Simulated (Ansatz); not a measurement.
# Dielectric response of HfO2 (111) films, part 5 of 5

How well do thin fluorite HfO2 (111) films screen a perpendicular field?

Ansatz 0.2.0; plane-wave DFT, PBEsol, Ansatz PAW.

So far. Step 29 (Relaxing in the field, 15 atoms, units 5, field -0.05 …): The dipole is -0.0450 e·Å, and the gap on the mesh 3.889 eV. Step 30 (Response with the atoms relaxed, 15 atoms, units 5): The induced dipole is that of a conductor 14.57 Å thick.

### Step 31. Relaxing the film, 18 atoms, units 6

This step: plane-wave DFT, PBEsol, Ansatz PAW (Ansatz 0.2.0).

System of this step: HfO2 (111), 6 units. The cell holds 18 atoms: 12 O and 6 Hf. Cell: a = 3.592 Å, b = 3.592 Å, c = 34.131 Å, α = 90.0°, β = 90.0°, γ = 120.0°. It derives from HfO2 (fluorite HfO2). Vacuum lies along c.

The next thickness, treated alike, so that differences show the interior and the faces cancel.

Input file input.yaml:

```yaml
crystal:
  lattice:
    - [3.59210245, 0.0, 0.0]
    - [-1.79605122, 3.11085197, 0.0]
    - [0.0, 0.0, 34.1311665212]
  atoms:
    - { symbol: O, position: [0.66666667, 0.33333333, 0.2636886142] }
    - { symbol: Hf, position: [0.33333333, 0.66666667, 0.2851714674] }
    - { symbol: O, position: [0.0, 0.0, 0.3066543207] }
    - { symbol: O, position: [0.33333333, 0.66666667, 0.3496200272] }
    - { symbol: Hf, position: [0.0, 0.0, 0.3711028805] }
    - { symbol: O, position: [0.66666667, 0.33333333, 0.3925857337] }
    - { symbol: O, position: [0.0, 0.0, 0.4355514402] }
    - { symbol: Hf, position: [0.66666667, 0.33333333, 0.4570342935] }
    - { symbol: O, position: [0.33333333, 0.66666667, 0.4785171467] }
    - { symbol: O, position: [0.66666667, 0.33333333, 0.5214828533] }
    - { symbol: Hf, position: [0.33333333, 0.66666667, 0.5429657065] }
    - { symbol: O, position: [0.0, 0.0, 0.5644485598] }
    - { symbol: O, position: [0.33333333, 0.66666667, 0.6074142663] }
    - { symbol: Hf, position: [0.0, 0.0, 0.6288971195] }
    - { symbol: O, position: [0.66666667, 0.33333333, 0.6503799728] }
    - { symbol: O, position: [0.0, 0.0, 0.6933456793] }
    - { symbol: Hf, position: [0.66666667, 0.33333333, 0.7148285326] }
    - { symbol: O, position: [0.33333333, 0.66666667, 0.7363113858] }
kpoints:
  mp_grid: { grid: [12, 12, 1] }
hamiltonian:
  xc: pbesol
scf:
  occupations: { method: fixed }
  convergence: { dr2_threshold: 1.0e-09 }
efield:
  axis: 3
  dipole_correction: true
  ramp_position: 0.97
  ramp_width: 0.06
relax:
  f_tol: 0.003
  max_steps: 100
output:
  write_potential: true
  write_density: true
  volumetric_format: npy
```

Run with:

```console
ansatz run input.yaml --threads 4 --pin off --max-ram 16384MiB --backend cpu --events-out ev --progress --plain --runs-dir out
```

Numbers of over 12 decimals in the logs are rounded to 6 here.

The log of the run:

```text
[...]
Crystal: 18 atoms, lattice volume = 381.399 Å³
Basis set: ecut = 420 eV, 7339 PW (Γ), exchange–correlation on 50×50×480 points (8 copies of the dense FFT grid, shifted against one another)
Bands: 137, of which v1, the nominal top of the filled ones, is band 114 counted from 1 (113 counted from 0)
Symmetry: 6 space group operations
[...]
- { symbol: Hf, position: [0.333333, 0.666667, 0.542231] }
    - { symbol: O, position: [0, 0, 0.563104] }
    - { symbol: O, position: [0.333333, 0.666667, 0.606229] }
    - { symbol: Hf, position: [0, 0, 0.627138] }
    - { symbol: O, position: [0.666667, 0.333333, 0.648339] }
    - { symbol: O, position: [0, 0, 0.689292] }
    - { symbol: Hf, position: [0.666667, 0.333333, 0.710202] }
    - { symbol: O, position: [0.333333, 0.666667, 0.732674] }
[key lines of the parts left out:]
SCF converged after 7 iterations
Free energy (F): -100348.888185 eV
Fermi energy:    4.757008 eV
Dipole field:    D = -0.000000 V/Å  (p = -0.000000 e·Å, saw-weighted, corrected)
Work function:   Φ+ = 6.8103 eV   Φ− = 6.8103 eV
```

The job ended after 2.6 min (4 threads of Arm Neoverse V2, shared host; peak memory 1.6 GiB).

Running mean over 2.933 Å of the planar mean; the ramp of the sawtooth is left out. The electron's electrostatic potential energy less the highest filled level by z:

| z (Å) | electron's electrostatic potential energy less the highest filled level (eV) |
| --- | --- |
| 4 | 6.81 |
| 5 | 6.81 |
| 6 | 6.80 |
| 7 | 6.53 |
| 8 | 2.90 |
| 9 | -2.74 |
| 10 | -5.60 |
| 11 | -6.24 |
| 12 | -6.37 |
| 13 | -6.06 |
| 14 | -6.17 |
| 15 | -6.11 |
| 16 | -6.08 |
| 17 | -6.21 |
| 18 | -6.12 |
| 19 | -6.08 |
| 20 | -6.16 |
| 21 | -6.08 |
| 22 | -6.31 |
| 23 | -6.26 |
| 24 | -5.70 |
| 25 | -3.43 |
| 26 | 2.15 |
| 27 | 6.37 |
| 28 | 6.79 |
| 29 | 6.81 |
| 30 | 6.81 |

The relaxation took 5 steps and lowered the energy by 0.14 eV; the largest force on the free atoms ends at 0.0014 eV/Å.

The gap is 3.84 eV, with the valence edge 6.81 eV and the conduction edge 2.97 eV under the upper vacuum level.

### Step 32. The series together

Times are for 4 threads of Arm Neoverse V2, shared host. Results by setting:

| no. | units | gap by band count (eV) | ionisation energy, upper face (eV) | electron affinity, upper face (eV) | time | memory (GiB) |
| --- | --- | --- | --- | --- | --- | --- |
| 1 | 2 | 4.408 | 6.760 | 2.353 | 17 s | 0.63 |
| 2 | 3 | 4.099 | 6.817 | 2.718 | 40 s | 0.85 |
| 3 | 4 | 3.987 | 6.831 | 2.844 | 67 s | 1.1 |
| 4 | 5 | 3.890 | 6.815 | 2.925 | 1.9 min | 1.3 |
| 5 | 6 | 3.840 | 6.810 | 2.971 | 2.6 min | 1.6 |

The valence density, planar mean (2) oscillates, so the rows of the table below give means over windows of 1 Å about each position, cut where the curve ends. Its maxima inside the range that stand out by 2 % of the span (Å: e/Å³): 9.9: 2.59, 12.5: 2.59. Its minima: 11.2: 0.347.

The runs together. The valence density, planar mean by z; means over each step:

| z (Å) | 2 (e/Å³) | 3 (e/Å³) | 4 (e/Å³) | 5 (e/Å³) | 6 (e/Å³) |
| --- | --- | --- | --- | --- | --- |
| 6 | 1.2e-4 | 1.1e-4 | 1.1e-4 | 9.9e-5 | 9.1e-5 |
| 7 | 0.00262 | 0.00252 | 0.00238 | 0.00221 | 0.00206 |
| 8 | 0.0717 | 0.0706 | 0.0645 | 0.0591 | 0.0550 |
| 9 | 0.927 | 0.899 | 0.860 | 0.823 | 0.788 |
| 10 | 1.98 | 2.01 | 2.02 | 2.03 | 2.04 |
| 11 | 0.538 | 0.528 | 0.543 | 0.564 | 0.580 |
| 12 | 1.33 | 1.19 | 1.17 | 1.13 | 1.08 |
| 13 | 1.68 | 1.81 | 1.84 | 1.87 | 1.90 |
| 14 | 0.255 | 0.465 | 0.433 | 0.447 | 0.456 |
| 15 | 0.00943 | 1.50 | 1.35 | 1.33 | 1.27 |
| 16 | 4.0e-4 | 1.52 | 1.68 | 1.70 | 1.75 |
| 17 | 1.9e-5 | 0.205 | 0.466 | 0.421 | 0.435 |
| 18 | 0 | 0.00743 | 1.67 | 1.53 | 1.51 |
| 19 | 0 | 3.1e-4 | 1.34 | 1.51 | 1.54 |
| 20 | 0 | 1.5e-5 | 0.157 | 0.474 | 0.422 |
| 21 | 0 | 0 | 0.00547 | 1.82 | 1.70 |
| 22 | 0 | 0 | 2.9e-4 | 1.37 | 1.57 |

### Step 33. Single point on the relaxed film, 18 atoms, units 6

The next thickness, treated alike, so that differences show the interior and the faces cancel.

Input file input.yaml:

```yaml
crystal:
  lattice:
    - [3.5921024473, -2.9e-09, 0.0]
    - [-1.7960512211, 3.1108519738, 0.0]
    - [0.0, 0.0, 34.1311665212]
  atoms:
    - { symbol: O, position: [0.6666666667, 0.3333333333, 0.267326435] }
    - { symbol: Hf, position: [0.3333333333, 0.6666666667, 0.2897981333] }
    - { symbol: O, position: [0.0, 0.0, 0.3107075139] }
    - { symbol: O, position: [0.3333333333, 0.6666666667, 0.3516607021] }
    - { symbol: Hf, position: [0.0, 0.0, 0.3728623181] }
    - { symbol: O, position: [0.6666666667, 0.3333333333, 0.3937706072] }
    - { symbol: O, position: [0.0, 0.0, 0.4368959737] }
    - { symbol: Hf, position: [0.6666666667, 0.3333333333, 0.4577687343] }
    - { symbol: O, position: [0.3333333333, 0.6666666667, 0.4787051019] }
    - { symbol: O, position: [0.6666666667, 0.3333333333, 0.5212948983] }
    - { symbol: Hf, position: [0.3333333333, 0.6666666667, 0.5422312655] }
    - { symbol: O, position: [0.0, 0.0, 0.5631040265] }
    - { symbol: O, position: [0.3333333333, 0.6666666667, 0.6062293929] }
    - { symbol: Hf, position: [0.0, 0.0, 0.6271376818] }
    - { symbol: O, position: [0.6666666667, 0.3333333333, 0.6483392979] }
    - { symbol: O, position: [0.0, 0.0, 0.689292486] }
    - { symbol: Hf, position: [0.6666666667, 0.3333333333, 0.7102018666] }
    - { symbol: O, position: [0.3333333333, 0.6666666667, 0.732673565] }
kpoints:
  mp_grid: { grid: [12, 12, 1] }
hamiltonian:
  xc: pbesol
scf:
  occupations: { method: fixed }
  convergence: { dr2_threshold: 1.0e-09 }
efield:
  axis: 3
  dipole_correction: true
  ramp_position: 0.97
  ramp_width: 0.06
output:
  eigenvalues: true
  dos: { projected: true, e_range: [-7, 7] }
  write_potential: true
  write_density: true
  volumetric_format: npy
checkpoint:
  write: end6.run
  compress: false
  write_wavefunctions: false
```

The log of the run:

```text
[...]
Crystal: 18 atoms, lattice volume = 381.399 Å³
Basis set: ecut = 420 eV, 7339 PW (Γ)
Bands: 137, of which v1, the nominal top of the filled ones, is band 114 counted from 1 (113 counted from 0)
Symmetry: 6 space group operations
k-points: 19 of 144 (time reversal used)
[...]
k-point 0: bands = [... 110 lower, 4.2913, 4.2913, 4.3379, 4.3379, 8.7114, 8.7114, 8.9919, 8.9919, ... 19 higher]
  k-point 1: bands = [... 110 lower, 4.2653, 4.2724, 4.3227, 4.3318, 8.7806, 8.8114, 9.0202, 9.0482, ... 19 higher]
  k-point 2: bands = [... 110 lower, 4.2030, 4.2583, 4.2670, 4.3028, 8.9691, 9.0616, 9.1044, 9.1820, ... 19 higher]
  k-point 18: bands = [... 110 lower, 4.1393, 4.1393, 4.2999, 4.2999, 9.0906, 9.0906, 9.2084, 9.4120, ... 19 higher]
[key lines of the parts left out:]
SCF converged after 11 iterations
Free energy (F): -100348.888424 eV
Fermi energy:    4.756978 eV
Dipole field:    D = -0.000000 V/Å  (p = -0.000001 e·Å, saw-weighted, corrected)
Work function:   Φ+ = 6.8103 eV   Φ− = 6.8103 eV
```

It took 48 s on 4 threads; peak memory 1.9 GiB; 3.2 min of CPU time.

Running mean over 2.933 Å of the planar mean; the ramp of the sawtooth is left out. Electron's electrostatic potential energy less the highest filled level against z:

(Unchanged from step 31.)

The gap is 3.84 eV, with the valence edge 6.81 eV and the conduction edge 2.97 eV under the upper vacuum level.

### Step 34. Atoms held, 18 atoms, units 6, field 0.05 V/Å

Edit input.yaml of step 33 so:

```diff
@@ -30,3 +30,3 @@
   occupations: { method: fixed }
-  convergence: { dr2_threshold: 1.0e-09 }
+  convergence: { dr2_threshold: 1.0e-10 }
 efield:
@@ -36,5 +36,4 @@
   ramp_width: 0.06
+  amplitude: 0.05
 output:
-  eigenvalues: true
-  dos: { projected: true, e_range: [-7, 7] }
   write_potential: true
@@ -42,5 +41 @@
   volumetric_format: npy
-checkpoint:
-  write: end6.run
-  compress: false
-  write_wavefunctions: false
```

The log of the run:

```text
[...]
Crystal: 18 atoms, lattice volume = 381.399 Å³
Basis set: ecut = 420 eV, 7339 PW (Γ)
Bands: 137, of which v1, the nominal top of the filled ones, is band 114 counted from 1 (113 counted from 0)
Symmetry: 6 space group operations
k-points: 19 of 144 (time reversal used)
[...]
k-point 0: bands = [... 110 lower, 4.2515, 4.2515, 4.3790, 4.3790, 8.7074, 8.7074, 8.9914, 8.9914, ... 19 higher]
  k-point 1: bands = [... 110 lower, 4.2331, 4.2352, 4.3613, 4.3656, 8.7766, 8.8059, 9.0207, 9.0476, ... 19 higher]
  k-point 2: bands = [... 110 lower, 4.1738, 4.2264, 4.2984, 4.3392, 8.9648, 9.0396, 9.1189, 9.1853, ... 19 higher]
  k-point 18: bands = [... 110 lower, 4.1222, 4.2066, 4.2396, 4.3623, 9.0641, 9.1138, 9.2080, 9.3739, ... 19 higher]
[key lines of the parts left out:]
SCF converged after 16 iterations
Free energy (F): -100348.889547 eV
Fermi energy:    4.774700 eV
Dipole field:    D = 0.021321 V/Å  (p = 0.044938 e·Å, saw-weighted, corrected)
```

It took 59 s on 4 threads; peak memory 1.8 GiB; 3.9 min of CPU time.

The dipole is 0.0449 e·Å, and the gap on the mesh 3.819 eV.

### Step 35. Atoms held, 18 atoms, units 6, field -0.05 V/Å

Edit input.yaml of step 34 so:

```diff
@@ -36,3 +36,3 @@
   ramp_width: 0.06
-  amplitude: 0.05
+  amplitude: -0.05
 output:
```

The log of the run:

```text
[...]
Crystal: 18 atoms, lattice volume = 381.399 Å³
Basis set: ecut = 420 eV, 7339 PW (Γ)
Bands: 137, of which v1, the nominal top of the filled ones, is band 114 counted from 1 (113 counted from 0)
Symmetry: 6 space group operations
k-points: 19 of 144 (time reversal used)
[...]
k-point 0: bands = [... 110 lower, 4.2515, 4.2515, 4.3790, 4.3790, 8.7074, 8.7074, 8.9914, 8.9914, ... 19 higher]
  k-point 1: bands = [... 110 lower, 4.2331, 4.2352, 4.3613, 4.3656, 8.7766, 8.8059, 9.0207, 9.0476, ... 19 higher]
  k-point 2: bands = [... 110 lower, 4.1738, 4.2264, 4.2984, 4.3392, 8.9648, 9.0396, 9.1189, 9.1853, ... 19 higher]
  k-point 18: bands = [... 110 lower, 4.1222, 4.2066, 4.2396, 4.3623, 9.0641, 9.1138, 9.2080, 9.3739, ... 19 higher]
[key lines of the parts left out:]
SCF converged after 16 iterations
Free energy (F): -100348.889547 eV
Fermi energy:    4.774699 eV
Dipole field:    D = -0.021321 V/Å  (p = -0.044938 e·Å, saw-weighted, corrected)
```

Run time: 60 s. Hardware: 4 threads; peak memory 1.8 GiB; 3.9 min of CPU time.

The dipole is -0.0449 e·Å, and the gap on the mesh 3.819 eV.

### Step 36. Response with the atoms held, 18 atoms, units 6

This step: plane-wave DFT, PBEsol, Ansatz PAW; response to a field along the normal, atoms held (Ansatz 0.2.0).

Local field over the applied field, running mean. From the potentials at -0.05 and 0.05 V/Å; running mean over 2.933 Å, taken twice. Local field over applied field against z:

z (Å), local field over applied field and a bar from the least value:
```
      4.5      0.998 ##############################
      5.0      0.994 ##############################
      5.5      0.983 #############################
      6.0      0.957 #############################
      6.5      0.911 ###########################
      7.0      0.842 ########################
      7.5      0.748 #####################
      8.0      0.637 #################
      8.5      0.519 #############
      9.0      0.407 ########
      9.5      0.315 #####
     10.0      0.247 ###
     10.5      0.204 #
     11.0      0.182 
     11.5      0.176 
     12.0      0.177 
     12.5      0.180 
     13.0      0.183 
     13.5      0.186 
     14.0      0.187 
     14.5      0.187 
     15.0      0.187 
     15.5      0.186 
     16.0      0.185 
     16.5      0.185 
     17.0      0.184 
     17.5      0.184 
     18.0      0.185 
     18.5      0.186 
     19.0      0.187 
     19.5      0.187 
     20.0      0.187 
     20.5      0.186 
     21.0      0.184 
     21.5      0.181 
     22.0      0.178 
     22.5      0.176 
     23.0      0.179 
     23.5      0.196 #
     24.0      0.233 ##
     24.5      0.294 ####
     25.0      0.381 #######
     25.5      0.488 ###########
     26.0      0.607 ################
     26.5      0.721 ####################
     27.0      0.819 #######################
     27.5      0.895 ##########################
     28.0      0.947 ############################
     28.5      0.978 #############################
     29.0      0.992 ##############################
     29.5      0.997 ##############################
```

The induced dipole is that of a conductor 14.55 Å thick.

### Step 37. Electronic ε from the series

This step: plane-wave DFT, PBEsol, Ansatz PAW; permittivity from the thickness series, atoms held (Ansatz 0.2.0).

Each added layer adds t(1 − 1/ε) to the dipole term, so the slope against thickness gives ε without a choice of where the film ends.

This step gave:

* slope: 0.8142
* intercept of the fit: 1.620 Å
* ε of the interior: 5.383

The equivalent conductor thickness by distance between the outer atoms:

| distance between the outer atoms (Å) | equivalent conductor thickness (Å) |
| --- | --- |
| 4.31 | 5.14 |
| 7.22 | 7.50 |
| 10.11 | 9.85 |
| 13.00 | 12.2 |
| 15.88 | 14.6 |

By hand, from the thinnest and the thickest film: slope = (14.554 − 5.137) / (15.883 − 4.314) = 0.814, so ε = 1/(1 − 0.814) = 5.38.

### Step 38. Static ε from the series

This step: plane-wave DFT, PBEsol, Ansatz PAW; permittivity from the thickness series, atoms relaxed (Ansatz 0.2.0).

The same fit for the relaxed films. The nearer its slope lies to 1, the more ε hangs on small errors.

This step gave:

- slope: 0.9733
- intercept of the fit: 1.922 Å
- ε of the interior: 37.41

Table of equivalent conductor thickness by distance between the outer atoms:

| distance between the outer atoms (Å) | equivalent conductor thickness (Å) |
| --- | --- |
| 4.31 | 6.12 |
| 10.11 | 11.8 |
| 13.00 | 14.6 |

By hand, from the thinnest and the thickest film: slope = (14.570 − 6.120) / (12.996 − 4.313) = 0.973, so ε = 1/(1 − 0.973) = 37.3. One nm of such a film has the capacitance of 3.9/37.3 = 0.10 nm of SiO₂ (its equivalent oxide thickness).

### Step 39. A changed input

This step: plane-wave DFT, PBEsol, Ansatz PAW (Ansatz 0.2.0).

System of this step: HfO2 (111), 2 units. The cell holds 6 atoms: 4 O and 2 Hf. Its edges and angles: a = 3.592 Å, b = 3.592 Å, c = 22.399 Å, α = 90.0°, β = 90.0°, γ = 120.0°. It derives from HfO2 (fluorite HfO2). Vacuum lies along c.

An input spoilt on purpose, to show how the run answers: it repeats the earlier run at 0.05 V/Å, 2 units with efield.axis from 3 to 0, and scf.max_iter set to 75.

Input file input.yaml:

```yaml
crystal:
  lattice:
    - [3.5921024473, -2.9e-09, 0.0]
    - [-1.7960512211, 3.1108519738, 0.0]
    - [0.0, 0.0, 22.3994090512]
  atoms:
    - { symbol: O, position: [0.6666666667, 0.3333333333, 0.403709159] }
    - { symbol: Hf, position: [0.3333333333, 0.6666666667, 0.4376377814] }
    - { symbol: O, position: [0.0, 0.0, 0.4699826661] }
    - { symbol: O, position: [0.3333333333, 0.6666666667, 0.530017337] }
    - { symbol: Hf, position: [0.0, 0.0, 0.5623622131] }
    - { symbol: O, position: [0.6666666667, 0.3333333333, 0.5962908436] }
kpoints:
  mp_grid: { grid: [12, 12, 1] }
hamiltonian:
  xc: pbesol
scf:
  occupations: { method: fixed }
  convergence: { dr2_threshold: 1.0e-10 }
  max_iter: 75
efield:
  axis: 0
  dipole_correction: true
  ramp_position: 0.97
  ramp_width: 0.06
  amplitude: 0.05
output:
  write_potential: true
  write_density: true
  volumetric_format: npy
```

The log of the run:

```text
Error: invalid value for `efield.axis`: must be in [1, 3]; got 0
```

The job ended after 0.02 s (4 threads; peak memory 0.03 GiB).

The program refused the input before any cycle.

The program's message: “Error: invalid value for `efield.axis`: must be in [1, 3]; got 0”

The fault put into the input: an axis of 0, outside the range 1 to 3.

### Step 40. The same run with other settings: kpoints.mp_grid.grid = [15, 15, 1]

Another changed input: it repeats the earlier run at 0.05 V/Å, 2 units with kpoints.mp_grid.grid from [12, 12, 1] to [15, 15, 1].

Edit input.yaml of step 39 so:

```diff
@@ -13,3 +13,3 @@
 kpoints:
-  mp_grid: { grid: [12, 12, 1] }
+  mp_grid: { grid: [15, 15, 1] }
 hamiltonian:
@@ -19,5 +19,4 @@
   convergence: { dr2_threshold: 1.0e-10 }
-  max_iter: 75
 efield:
-  axis: 0
+  axis: 3
   dipole_correction: true
```

The log of the run:

```text
[...]
Crystal: 6 atoms, lattice volume = 250.302 Å³
Basis set: ecut = 420 eV, 4803 PW (Γ)
Bands: 46, of which v1, the nominal top of the filled ones, is band 38 counted from 1 (37 counted from 0)
Symmetry: 6 space group operations
k-points: 27 of 225 (time reversal used)
[...]
SCF iter   1: F=—  HF=-33456.915121 eV  |F-HF|=—  |Δ(HF+E_count)|=         —  Δρ=9.96e-2  dr2=2.87e1  ethr=3.10e-3  p=0.020 e·Å  D=1.42e-2 V/Å  ΔV_dip=-0.32 eV  dr2_dipole=1.03e-4  V_vac-E_F(+/−)=12.04/11.33 eV  ⟨swp⟩=4.0  Hψ=4236  notcnv=0  defer=106
[...]
SCF iter  15: F=-33448.661421 eV  HF=-33448.661421 eV  |F-HF|=1.46e-11  |Δ(HF+E_count)|=  9.46e-11  Δρ=1.64e-7  dr2=2.01e-11  ethr=1.00e-12  p=0.016 e·Å  D=1.15e-2 V/Å  ΔV_dip=-0.26 eV  dr2_dipole=1.26e-13  V_vac-E_F(+/−)=7.12/6.36 eV  ⟨swp⟩=14.9  Hψ=5366  notcnv=0
SCF 1 converged in 15 iterations: F = -33448.661421 eV  dr2 = 2.01e-11
[...]
SCF converged after 15 iterations
[...]
Free energy (F): -33448.661421 eV
[...]
Internal energy: -33448.661421 eV  (E = F + TS)
E sigma→0 (E₀):  -33448.661421 eV
Fermi energy:    -0.949981 eV
Dipole field:    D = 0.011467 V/Å  (p = 0.015861 e·Å, saw-weighted, corrected)
Work function:   not extracted (applied field tilts the vacuum); planar V_es + V_field profile in the machine report
[...]
--- Band table (eV; the first three rows and the last of 27) ---
  k-point 0: bands = [... 34 lower, -1.8097, -1.8097, -1.3393, -1.3393, 3.4553, 3.4553, 3.8949, 3.9556, ... 4 higher]
  k-point 1: bands = [... 34 lower, -1.9027, -1.7518, -1.3525, -1.3156, 3.4589, 3.4875, 3.8913, 4.0223, ... 4 higher]
  k-point 2: bands = [... 34 lower, -2.0599, -1.6088, -1.3841, -1.3110, 3.5025, 3.5941, 3.9072, 4.1834, ... 4 higher]
  k-point 26: bands = [... 34 lower, -1.7804, -1.6391, -1.6118, -1.2532, 4.0438, 4.1099, 4.1259, 4.7472, ... 4 higher]
```

Wall time 10 s (4 threads); peak memory 0.71 GiB; 41 s of CPU time.

Numbers from this step:

* gap on the k-mesh: 4.405 eV
* dipole along the normal: 0.01586 e·Å

| quantity | this run | earlier run | difference |
| --- | --- | --- | --- |
| dipole along the normal (e·Å) | 0.01586 | 0.01586 | 3.1e-8 |
| gap on the k-mesh (eV) | 4.405 | 4.407 | -0.0016 |

Nothing in the table moves by 0.01 in its unit (for the dipole 0.5 % and 5e-5 e·Å).

### Step 41. Outcome

* electronic ε from the thickness series: 5.38
* static ε from the thickness series: 37.4
* local electronic ε, middle of 6 units: 5.41

The films give an electronic ε of 5.38 and a static ε of 37.4. The slope of the series and the field inside the thickest film give 5.38 and 5.41, in agreement. Ions raise ε from 5.38 to 37.4. A static value this large rests on a slope near 1, so small errors in the relaxed forces change it much, and it depends strongly on the in-plane lattice constant. The in-plane lattice constants are held at typed bulk values. Semilocal functionals tend to overestimate the electronic ε a little.

[Logs are printed without paths, hosts, clocks, repeated set-up lines and the standing remarks that a program may print on its own settings, such as how far it seeks lower states.]

[Hosts, paths, dates, database ids (printed as entryN), source tags and the programs' standing remarks are cut or masked in the printed files.]

[Maps of the electrostatic potential energy from Ansatz leave out the sawtooth potential of an applied field or a dipole correction, so their vacuum need not be flat; planar profiles and work functions include it.]
